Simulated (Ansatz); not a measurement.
# LiRe2 in the C11b ordering: coupling and resistivity against added charge, part 2 of 5

How do λ and ρ of LiRe2 in the C11b ordering move with the band filling? The first relaxation steps of the session are not shown, so no cell shown is the starting entry, unless a step says so.

Ansatz 0.2.0; DFT PBE, scalar-relativistic, plane waves, PAW; PAW set soft_1.

So far. Step 2 (Relaxing tightly for phonons): The largest force is now 9.4e-4 eV/Å and the largest stress component 0.0088 GPa, small enough for phonons. The relaxed cell has a = 3.123, c = 8.528 Å (conventional setting).

The structure was built from a prototype and need not be the compound's stable phase.

### Step 3. Electron–phonon run: q 2×2×2, k 8×8×8, scattering 12×12×12

Phonons, couplings and the Boltzmann equation in one run.

Contents of input.yaml:

```yaml
crystal:
  lattice:
    - [3.1232212887, 0.0, -1.6104e-06]
    - [0.0, 3.1232212887, -1.6104e-06]
    - [1.5616128428, 1.5616128428, 4.2638304262]
  atoms:
    - { symbol: Li, position: [0.0, 0.0, 0.0] }
    - { symbol: Re, position: [0.6729854055, 0.6729854055, 0.6540291891] }
    - { symbol: Re, position: [0.3270145946, 0.3270145946, 0.3459708109] }
kpoints:
  mp_grid: { grid: [8, 8, 8] }
hamiltonian:
  xc: pbe
  pseudopotentials: { kind: paw, azcp: { folder: soft_1 } }
scf:
  occupations: { method: methfessel_paxton, width: 0.2 }
output:
  eigenvalues: true
phonons:
  method: dfpt
  qmesh: [2, 2, 2]
  temperatures: { t_max: 1000, t_step: 50 }
  qpath:
    path:
      - [[0.0, 0.0, 0.0], [0.5, 0.5, 0.5], [0.5, 0.5, 0.75], [0.5, 0.0, 0.5], [0.0, 0.0, 0.0], [0.0, 0.0, 0.5], [0.432932, 0.0, 0.716466]]
      - [[0.567068, 0.0, 0.283534], [0.0, 0.0, 0.0]]
      - [[0.5, 0.5, 0.5], [0.567068, 0.432932, 0.5]]
      - [[0.432932, 0.432932, 0.932932], [0.0, 0.0, 0.5]]
    npoints: 10
  electrical_resistivity:
    mesh: [12, 12, 12]
    temperatures: [20.0, 50.0, 77.0, 100.0, 150.0, 200.0, 300.0, 400.0, 600.0, 800.0]
```

The run is started by

```console
ansatz run input.yaml --threads 4 --pin off --max-ram 12288MiB --backend cpu --events-out ev --progress --plain --runs-dir out
```

Numbers of over 12 decimals in the logs are rounded to 6 here.

Output:

```text
[...]
Crystal: 3 atoms, lattice volume = 41.592 Å³
Basis set: ecut = 420 eV, 795 PW (Γ), exchange–correlation on 72×72×72 points (8 copies of the dense FFT grid, shifted against one another)
Bands: 21, of which v1, the nominal top of the filled ones, is band 17 counted from 1 (16 counted from 0)
Symmetry: 16 space group operations
k-points: 59 of 512
[...]
SCF iter   1: F=—  HF=-21943.209943 eV  |F-HF|=—  |Δ(HF+E_count)|=         —  Δρ=6.87e-2  dr2=2.14e0  ethr=3.10e-3  ⟨swp⟩=4.1  Hψ=4668  notcnv=0
[...]
SCF iter  10: F=-21942.470011 eV  HF=-21942.470011 eV  |F-HF|=1.09e-11  |Δ(HF+E_count)|=  7.28e-12  S|Δr|=    0.00e0  Δρ=9.59e-8  dr2=3.66e-12  ethr=1.00e-12  ⟨swp⟩=5.5  Hψ=4968  notcnv=0
SCF 1 converged in 10 iterations: F = -21942.470011 eV  dr2 = 3.66e-12
[...]
phonons: the bands overlap, so this run is a metal and interpolates without the dipole-dipole term. If the crystal is really an insulator or semiconductor, its LO-TO splitting is missing
NSCF: frozen V_eff on 59 k-points
[...]
DFPT response loops at q = (0, 0, 0) (fractional): preconditioner auto → Kerker (q_TF=auto, 2.625 Å⁻¹) (partly filled bands, converged f_vac=0.000); β = 1.00, the filter's whole step (`scf.mixing.beta` (0.50) is not read by the response loops under this deck's `scf.mixing.preconditioner`; to damp them name `kerker` or `kerker_dos`, under which they read `scf.mixing.beta`, and type it under 1.00, their step now; both keys bind the ground state too); Broyden in place of MSR1
[...]
SCF iter   1: F=—  HF=-21943.209943 eV  |F-HF|=—  |Δ(HF+E_count)|=         —  Δρ=6.87e-2  dr2=2.14e0  ethr=3.10e-3  ⟨swp⟩=4.1  Hψ=4668  notcnv=0
[...]
SCF iter  10: F=-21942.470011 eV  HF=-21942.470011 eV  |F-HF|=1.46e-11  |Δ(HF+E_count)|=  7.28e-12  S|Δr|=    0.00e0  Δρ=9.58e-8  dr2=3.66e-12  ethr=1.00e-12  ⟨swp⟩=2.7  Hψ=2549  notcnv=0
SCF 2 converged in 10 iterations: F = -21942.470011 eV  dr2 = 3.66e-12
[...]
SCF converged after 10 iterations
Stability not checked: this state was not tested for a lower state beside it, because cold or Methfessel-Paxton smearing, or corrected tetrahedra, fill the levels in a way that the test cannot read (fill_not_monotonic; see scf.lower_state_search)
Free energy (F): -21942.470011 eV
[...]
Internal energy: -21942.474226 eV  (E = F + TS)
E sigma→0 (E₀):  -21942.471065 eV
Entropy (-TS):   0.004215 eV (1.405 meV/atom)
Fermi energy:    17.492359 eV
[...]
--- Band table (eV; the first three rows and the last of 59) ---
  k-point 0: bands = [... 13 lower, 16.1084, 16.8910, 16.8910, 17.1276, 17.7102, 17.7102, 21.0489, 23.4672]
  k-point 1: bands = [... 13 lower, 16.1209, 16.6765, 16.6765, 17.2218, 18.0229, 18.0229, 21.0189, 22.2013]
  k-point 2: bands = [... 13 lower, 16.1514, 16.3747, 16.3747, 17.4507, 18.5920, 18.5920, 20.9461, 21.2757]
  k-point 58: bands = [... 13 lower, 16.1314, 16.1314, 17.2919, 19.7274, 19.8582, 19.9395, 20.4655, 20.4655]
--- Phonons (Γ-DFPT): 4 representative perturbations + reference (Σ response iterations 14) ---
  ASR residual: 3.529e-5 → 0.000e0 eV/Å²; symmetrization residual: 1.936e-7 eV/Å²
  ASR residual per site (eV/Å²): 3.53e-5 2.32e-5 2.32e-5
  Γ frequencies (cm⁻¹): 0.00 0.00 0.00 170.51 170.51 187.11 468.51 468.51 534.69
--- Phonons (arbitrary-q DFPT): 4 irreducible q on the 2×2×2 mesh ---
  q = [0.0000, 0.0000, 0.0000] (star 1, of the zone-centre solve; hermiticity 2.81e-8, symmetrization 3.05e-9): -0.00 0.00 0.00 170.51 170.51 187.11 468.51 468.51 534.69
  q = [0.0000, 0.0000, -0.5000] (star 1, 4 solved perturbations in 600 linear systems a pass and spin channel, the states on 260 of 512 k-point pairs; hermiticity 1.52e-8, symmetrization 1.00e-9): 63.81 63.81 84.57 148.24 148.24 208.36 465.63 465.63 530.74
[...]
sum rule: each row above includes the acoustic sum rule's correction from the zone centre's row sums; it moved no ω² by more than (1.18 cm⁻¹)²
  mesh force constants: q→R imaginary residual 9.43e-18; ASR residual 3.529e-5 → 0.000e0 eV/Å²; symmetrization residual 1.954e-14 eV/Å²
  interpolated dispersion: 94 rows × 9 modes
  density of states and harmonic sums: on the 22×22×16 q-mesh, interpolated from the force constants of a 2×2×2 supercell (no non-analytic term)
  largest difference from the sums on the solved wave vectors: F 8.51e-2 eV, S 1.17e-4 and C_V 3.23e-5 eV/K
  zero-point energy: 0.139734 eV/cell   skipped modes (ω ≤ 0): 3   left out of the sums: 4.30e-5 of the cell's modes: C_V's classical limit lies that fraction below 3 k_B per atom; for a crystal, a wire or a layer, F and S can be off by more, and a phonons.interpolated_qmesh denser along its periods is the remedy for the sampling
--- Electrical resistivity: potentials and phonons of a 2×2×2 supercell ---
  scattering by harmonic phonons alone, with no dipole-dipole term; scattering by other electrons, impurities, surfaces and spin disorder is left out, and so is spin–orbit coupling
  the resistivity is that of a variational response, whose dependence on the energy is improved iteratively
  at the Fermi level of each mesh (of a tensor a third of its trace):
           mesh   spin    states/(eV spin)  plasma energy (eV)         λ      λ_tr    ħω_log (meV)
       12×12×12                     1.1016              5.3638    0.7701    0.6952          14.522
          6×6×6                     1.2219              5.7508    0.8721    0.8080          14.393
          3×3×3                     2.8561              7.4869    2.0449    1.9846          14.371
  resistivity on the deck's mesh, µΩ·cm:
     T (K)       trace/3  mesh converged            xx            yy            zz    lowest order   relaxation time
     20.00     7.6806e-2              no     6.4490e-2     6.4490e-2     1.0144e-1       1.3034e-1         8.3324e-2
     50.00      1.6513e0              no      1.4585e0      1.4585e0      2.0369e0        2.0445e0          1.6993e0
     77.00      4.2760e0              no      3.8602e0      3.8602e0      5.1077e0        4.8252e0          4.4130e0
    100.00      6.7236e0              no      6.1195e0      6.1195e0      7.9318e0        7.3342e0          6.9544e0
    150.00      1.1980e1              no      1.0977e1      1.0977e1      1.3986e1        1.2740e1          1.2408e1
    200.00      1.7092e1              no      1.5693e1      1.5693e1      1.9889e1        1.8045e1          1.7696e1
    300.00      2.7119e1              no      2.4929e1      2.4929e1      3.1500e1        2.8528e1          2.8044e1
    400.00      3.7041e1              no      3.4056e1      3.4056e1      4.3012e1        3.8994e1          3.8266e1
    600.00      5.6567e1              no      5.1911e1      5.1911e1      6.5878e1        6.0089e1          5.8363e1
    800.00      7.5260e1              no      6.8667e1      6.8667e1      8.8444e1        8.1284e1          7.7607e1
  mean free path at 20 K (of a tensor a third of its trace): 1673 nm by what each carries, 1126 by the Fermi surface alone
[...]
the resistivity times a path that all electrons share, by the Fermi surface of the deck's mesh alone (a third of the trace): 8.420e-16 Ω·m²
  not converged in the mesh (λ; λ_tr; the resistivity at 20 K by 10.32 %; the resistivity at 50 K by 24.20 %; the resistivity at 77 K by 25.43 %; the resistivity at 100 K by 25.32 %; the resistivity at 150 K by 24.18 %; the resistivity at 200 K by 22.90 %; the resistivity at 300 K by 21.09 %; the resistivity at 400 K by 20.20 %; the resistivity at 600 K by 19.83 %; the resistivity at 800 K by 20.14 %): between neighb [...]
  vibrations of 8 cells: unjudged by the run; compare a larger repeat
  the changes of the potential over all sites missed a rigid shift's by 0.00 % (the site terms' by 0.04 %)
  between the force constants' wavevectors the phonons are obtained by Fourier interpolation alone: along a vector of fewer than three repeats the shortest translation of the supercell is 6.246 Å, and under 7.500 Å the phonon self-energy is left out by default: enlarge phonons.supercell (under dfpt, phonons.qmesh)
```

Elapsed: 2.3 min, on 4 threads of AMD EPYC 7R43, shared host; peak memory 1 GiB; 8.5 min of CPU time.

This step gave:

| Item | Value |
| --- | --- |
| zero point energy | 0.1397 eV/cell |
| share of imaginary modes in the plain interpolation between solved wavevectors | 0 |
| highest frequency, solved or plainly interpolated | 535.0 cm⁻¹ |
| Debye temperature (second moment) | 566 K |
| resistivity at 300 K | 27.12 μΩ cm, mean of the axes |
| coupling constant λ | 0.7701 |
| density of states at the Fermi level | 1.102 states/eV a spin and cell |
| log mean phonon energy ħω_log | 14.52 meV |
| transport coupling constant λ_tr | 0.6875, 0.6875, 0.7107 (xx, yy, zz) |
| Drude plasma energy | 5.508, 5.508, 5.063 eV (xx, yy, zz) |
| resistivity times mean free path | 7.847, 7.847, 9.567 × 10⁻¹⁶ Ω m² (xx, yy, zz) |
| second-moment phonon energy ħω₂ | 18.45 meV, from the broadened α²F curve |

Solved on the 2×2×2 mesh alone; all other wavevectors are interpolated. Phonon branches along the path, in cm⁻¹:

| point | branch 1 | branch 2 | branch 3 | branch 4 | branch 5 | branch 6 | branch 7 | branch 8 | branch 9 |
| --- | --- | --- | --- | --- | --- | --- | --- | --- | --- |
| Γ | 0 | 0 | 0 | 170 | 170 | 187 | 468 | 468 | 535 |
| halfway | 72 | 86 | 111 | 158 | 168 | 182 | 468 | 470 | 534 |
| X | 81 | 124 | 140 | 149 | 155 | 184 | 470 | 475 | 535 |
| halfway | 86 | 115 | 139 | 150 | 162 | 181 | 471 | 474 | 535 |
| P | 99 | 99 | 138 | 150 | 173 | 173 | 473 | 473 | 535 |
| halfway | 100 | 107 | 118 | 146 | 173 | 177 | 469 | 471 | 534 |
| N | 81 | 99 | 132 | 140 | 176 | 177 | 465 | 470 | 534 |
| halfway | 57 | 82 | 92 | 162 | 171 | 176 | 467 | 469 | 534 |
| Γ | 0 | 0 | 0 | 170 | 170 | 187 | 468 | 468 | 535 |
| halfway | 41 | 41 | 59 | 161 | 161 | 198 | 467 | 467 | 533 |
| M | 64 | 64 | 85 | 148 | 148 | 208 | 466 | 466 | 531 |
| halfway | 56 | 90 | 96 | 148 | 164 | 196 | 466 | 467 | 532 |
| S | 53 | 117 | 130 | 139 | 174 | 180 | 466 | 469 | 533 |
| jump to S0 | 53 | 117 | 130 | 139 | 174 | 180 | 466 | 469 | 533 |
| halfway | 69 | 89 | 95 | 162 | 164 | 178 | 466 | 469 | 534 |
| Γ | 0 | 0 | 0 | 170 | 170 | 187 | 468 | 468 | 535 |
| jump to X | 81 | 124 | 140 | 149 | 155 | 184 | 470 | 475 | 535 |
| halfway | 83 | 124 | 139 | 149 | 155 | 183 | 470 | 475 | 535 |
| R | 87 | 124 | 136 | 149 | 155 | 182 | 470 | 475 | 535 |
| jump to G | 87 | 124 | 136 | 149 | 155 | 182 | 470 | 475 | 535 |
| halfway | 66 | 102 | 117 | 154 | 155 | 188 | 466 | 470 | 533 |
| M | 64 | 64 | 85 | 148 | 148 | 208 | 466 | 466 | 531 |

The phonon branches as a text plot (rows in cm⁻¹; labels by their first letter):

```
    524 |********************************************************
    502 |
    479 |****************************         ****************
    457 |                **********  *****************    *******
    435 |
    412 |
    390 |
    368 |
    346 |
    323 |
    301 |
    279 |
    256 |
    234 |
    212 |                              ****                    **
    189 |** *********            ******    ********  **********
    167 |********* ********************    ************      **
    145 |     *****************        ***********     **********
    123 |     *******  *******                ****     ******
    100 |   ***      ************           **  ****     ******
     78 |  **********      **** *      *****    * **   **  *  ***
     56 | ***                  ***    **** ** **    **      *** *
     33 |**                      **  **      *      ***
     11 |*                         **                 *
         Γ        X  P      N      Γ     M    S|S     ΓR|G      M
```

The Eliashberg function α²F has structure finer than the step of the table below, so its rows give means over 2.5 meV, whole bins alone (the curve runs from 0.259 to 66.1 meV). Peaks (meV: height): α²F 14.77: 0.366, 18.40: 0.532, 20.99: 0.929, 22.02: 0.891, 58.30: 0.336; α²F tr 14.25: 0.300, 18.40: 0.460, 20.99: 0.793, 22.02: 0.902, 58.30: 0.409.

Eliashberg function α²F against phonon energy; means over each step:

| phonon energy (meV) | α²F | α²F tr |
| --- | --- | --- |
| 2.5 | 0.00194 | 0.00105 |
| 5.0 | 0.0257 | 0.0212 |
| 7.5 | 0.116 | 0.113 |
| 10.0 | 0.212 | 0.206 |
| 12.5 | 0.294 | 0.272 |
| 15.0 | 0.332 | 0.250 |
| 17.5 | 0.237 | 0.190 |
| 20.0 | 0.515 | 0.471 |
| 22.5 | 0.491 | 0.460 |
| 25.0 | 0.0434 | 0.0356 |
| 27.5 | 0 | 0 |
| 30.0 | 0 | 0 |
| 32.5 | 0 | 0 |
| 35.0 | 0 | 0 |
| 37.5 | 0 | 0 |
| 40.0 | 0 | 0 |
| 42.5 | 0 | 0 |
| 45.0 | 0 | 0 |
| 47.5 | 0 | 0 |
| 50.0 | 0 | 0 |
| 52.5 | 0 | 0 |
| 55.0 | 0 | 0 |
| 57.5 | 0.138 | 0.167 |
| 60.0 | 0.00968 | 0.0102 |
| 62.5 | 0 | 0 |

Resistivity, by row:

| T (K) | ρ_xx (μΩ cm) | ρ_yy | ρ_zz | ρ by Ziman's lowest order, mean | ρ by relaxation times, mean | within 2 % of the coarser mesh |
| --- | --- | --- | --- | --- | --- | --- |
| 20 | 0.06449 | 0.06449 | 0.1014 | 0.1303 | 0.08332 | no |
| 50 | 1.459 | 1.459 | 2.037 | 2.044 | 1.699 | no |
| 77 | 3.86 | 3.86 | 5.108 | 4.825 | 4.413 | no |
| 100 | 6.119 | 6.119 | 7.932 | 7.334 | 6.954 | no |
| 150 | 10.98 | 10.98 | 13.99 | 12.74 | 12.41 | no |
| 200 | 15.69 | 15.69 | 19.89 | 18.05 | 17.7 | no |
| 300 | 24.93 | 24.93 | 31.5 | 28.53 | 28.04 | no |
| 400 | 34.06 | 34.06 | 43.01 | 38.99 | 38.27 | no |
| 600 | 51.91 | 51.91 | 65.88 | 60.09 | 58.36 | no |
| 800 | 68.67 | 68.67 | 88.44 | 81.28 | 77.61 | no |

Some points of the scattering mesh along the symmetry lines, up to three branches each (those of largest λ), at most 39 rows; the frequencies are those of the scattering step, which can differ from the solved and plainly interpolated ones; single rows converge slowly. Mode couplings:

| q1 | q2 | q3 | branch | ħω (meV) | λ_q | half width (meV) |
| --- | --- | --- | --- | --- | --- | --- |
| 0.4167 | 0.4167 | 0.4167 | 1 | 10.06 | 0.177 | 0.0621 |
| 0.4167 | 0.4167 | 0.4167 | 2 | 15.01 | 0.124 | 0.0964 |
| 0.4167 | 0.4167 | 0.4167 | 3 | 15.78 | 0.248 | 0.214 |
| 0.5 | 0.1667 | 0.5833 | 1 | 11.81 | 0.274 | 0.132 |
| 0.5 | 0.1667 | 0.5833 | 2 | 12.39 | 0.0995 | 0.0529 |
| 0.5 | 0.1667 | 0.5833 | 3 | 15.36 | 0.133 | 0.109 |
| 0.1667 | 0 | 0.1667 | 4 | 20.66 | 0.228 | 0.337 |
| 0.1667 | 0 | 0.1667 | 5 | 21.4 | 0.196 | 0.31 |
| 0.1667 | 0 | 0.1667 | 6 | 22.15 | 0.186 | 0.316 |
| 0 | 0 | 0.3333 | 1 | 6.53 | 0.104 | 0.0154 |
| 0 | 0 | 0.3333 | 3 | 9.02 | 0.165 | 0.0465 |
| 0 | 0 | 0.3333 | 6 | 25.21 | 0.184 | 0.406 |
| 0 | 0 | 0.5 | 1 | 7.91 | 0.19 | 0.0411 |
| 0 | 0 | 0.5 | 2 | 7.91 | 0.19 | 0.0411 |
| 0 | 0 | 0.5 | 6 | 25.83 | 0.155 | 0.357 |

Largest shares of lambda; single rows converge slowly. Strongest modes:

| q1 | q2 | q3 | star | branch | ħω (meV) | λ_q | half width (meV) |
| --- | --- | --- | --- | --- | --- | --- | --- |
| 0.08333 | 0.3333 | -0.3333 | 16 | 1 | 6.202 | 0.5045 | 0.06715 |
| 0.08333 | 0.4167 | -0.3333 | 16 | 1 | 7.409 | 0.3788 | 0.07197 |
| 0.08333 | 0.3333 | -0.4167 | 16 | 1 | 6.684 | 0.3504 | 0.05417 |
| 0.3333 | 0.4167 | 0.08333 | 16 | 3 | 15.56 | 0.2988 | 0.2504 |
| 0.08333 | -0.5 | 0.25 | 16 | 1 | 9.093 | 0.2953 | 0.0845 |
| 0 | 0.3333 | -0.4167 | 8 | 1 | 5.559 | 0.5806 | 0.06209 |
| 0.3333 | 0.4167 | 0.1667 | 16 | 3 | 15.21 | 0.287 | 0.2299 |
| 0.08333 | 0.25 | -0.4167 | 16 | 1 | 6.651 | 0.2851 | 0.04365 |

300 K. Table of cumulative share of the conductivity by mean free path:

| mean free path (nm) | along x | along z |
| --- | --- | --- |
| 0.794 | 0.00406 | 0.00604 |
| 0.891 | 0.00591 | 0.0106 |
| 1 | 0.0123 | 0.0304 |
| 1.12 | 0.0210 | 0.0356 |
| 1.26 | 0.0312 | 0.0434 |
| 1.41 | 0.0415 | 0.0487 |
| 1.58 | 0.0598 | 0.0542 |
| 1.78 | 0.0896 | 0.0632 |
| 2.00 | 0.132 | 0.0966 |
| 2.24 | 0.184 | 0.192 |
| 2.51 | 0.250 | 0.213 |
| 2.82 | 0.346 | 0.292 |
| 3.16 | 0.376 | 0.330 |
| 3.55 | 0.438 | 0.408 |
| 3.98 | 0.492 | 0.528 |
| 4.47 | 0.598 | 0.664 |
| 5.01 | 0.759 | 0.815 |
| 5.62 | 0.786 | 0.919 |
| 6.31 | 0.834 | 0.964 |
| 7.08 | 0.941 | 0.970 |
| 7.94 | 0.992 | 1.000 |
| 8.91 | 0.992 | 1 |
| 10 | 0.992 | 1 |
| 11.2 | 0.994 | 1 |

Resistivity by mesh:

| mesh | T (K) | mean rho (μΩ cm) |
| --- | --- | --- |
| 12x12x12 | 20 | 0.07681 |
| 12x12x12 | 300 | 27.12 |
| 12x12x12 | 800 | 75.26 |
| 6x6x6 | 20 | 0.07875 |
| 6x6x6 | 300 | 28.22 |
| 6x6x6 | 800 | 78.73 |
| 3x3x3 | 20 | 0.2364 |
| 3x3x3 | 300 | 110.5 |
| 3x3x3 | 800 | 305.6 |

No LO-TO term; unit eigenvectors of the mass-weighted matrix. The modes at Γ (shares of kinetic energy by element, %):

| mode | frequency (cm⁻¹) | symmetry | Li % | Re % |
| --- | --- | --- | --- | --- |
| 1 | 0.0 | unnamed | 2 | 98 |
| 2 | 0.0 | unnamed | 2 | 98 |
| 3 | 0.0 | unnamed | 2 | 98 |
| 4 | 170.5 | Eg | 0 | 100 |
| 5 | 170.5 | Eg | 0 | 100 |
| 6 | 187.1 | A1g | 0 | 100 |
| 7 | 468.5 | Eu | 98 | 2 |
| 8 | 468.5 | Eu | 98 | 2 |
| 9 | 534.7 | A2u | 98 | 2 |

Displacements in mode 5 (170.5 cm⁻¹), the largest set to 1:
```
Li1  0.00  0.00  0.00
Re2 -0.12  1.00  0.00
Re3  0.12 -1.00  0.00
```

Displacements in mode 7 (468.5 cm⁻¹), the largest set to 1:
```
Li1  0.04  1.00  0.00
Re2  0.00 -0.02  0.00
Re3  0.00 -0.02  0.00
```

The modes has structure finer than the step of the table below, so its rows give means over 20 cm⁻¹, whole bins alone (the curve runs from -10 to 561 cm⁻¹). Peaks (cm⁻¹: height): Li 467.7: 0.168, 532.3: 0.0887; Re 112.1: 0.0474, 176.8: 0.0925.

Phonopy on the run's constants, 19x19x13 mesh, Gaussian sigma 4.1 cm⁻¹. The modes by wavenumber; means over each step; values in 1/cm⁻¹/cell:

| wavenumber (cm⁻¹) | Li | Re |
| --- | --- | --- |
| 0 | 5.0e-7 | 6.7e-5 |
| 20 | 2.0e-5 | 0.00114 |
| 40 | 1.1e-4 | 0.00657 |
| 60 | 2.6e-4 | 0.0203 |
| 80 | 2.7e-4 | 0.0319 |
| 100 | 1.8e-4 | 0.0433 |
| 120 | 2.3e-4 | 0.0388 |
| 140 | 1.2e-4 | 0.0308 |
| 160 | 3.7e-4 | 0.0537 |
| 180 | 3.7e-4 | 0.0651 |
| 200 | 9.6e-6 | 0.00607 |
| 220 | 0 | 1.4e-4 |
| 240 | 0 | 0 |
| 260 | 0 | 0 |
| 280 | 0 | 0 |
| 300 | 0 | 0 |
| 320 | 0 | 0 |
| 340 | 0 | 0 |
| 360 | 0 | 0 |
| 380 | 0 | 0 |
| 400 | 0 | 0 |
| 420 | 0 | 0 |
| 440 | 5.4e-6 | 0 |
| 460 | 0.0594 | 9.2e-4 |
| 480 | 0.0388 | 5.6e-4 |
| 500 | 7.0e-7 | 0 |
| 520 | 0.0105 | 9.2e-5 |
| 540 | 0.0391 | 3.5e-4 |

By its own test the run is not converged in the mesh. λ = 0.770 and 27.1 μΩ cm at 300 K. The run's own test puts 21 % between its two finest meshes on the component of the resistivity at 300 K that moves most, so it is not converged. By the run's own test λ moves by 13 % between its two finest scattering meshes.

(Part 2 of 5 ends here.)

[Logs are printed without paths, hosts, clocks, repeated set-up lines and the standing remarks that a program may print on its own settings, such as how far it seeks lower states.]

[Hosts, paths, dates, database ids (printed as entryN), source tags and the programs' standing remarks are cut or masked in the printed files.]
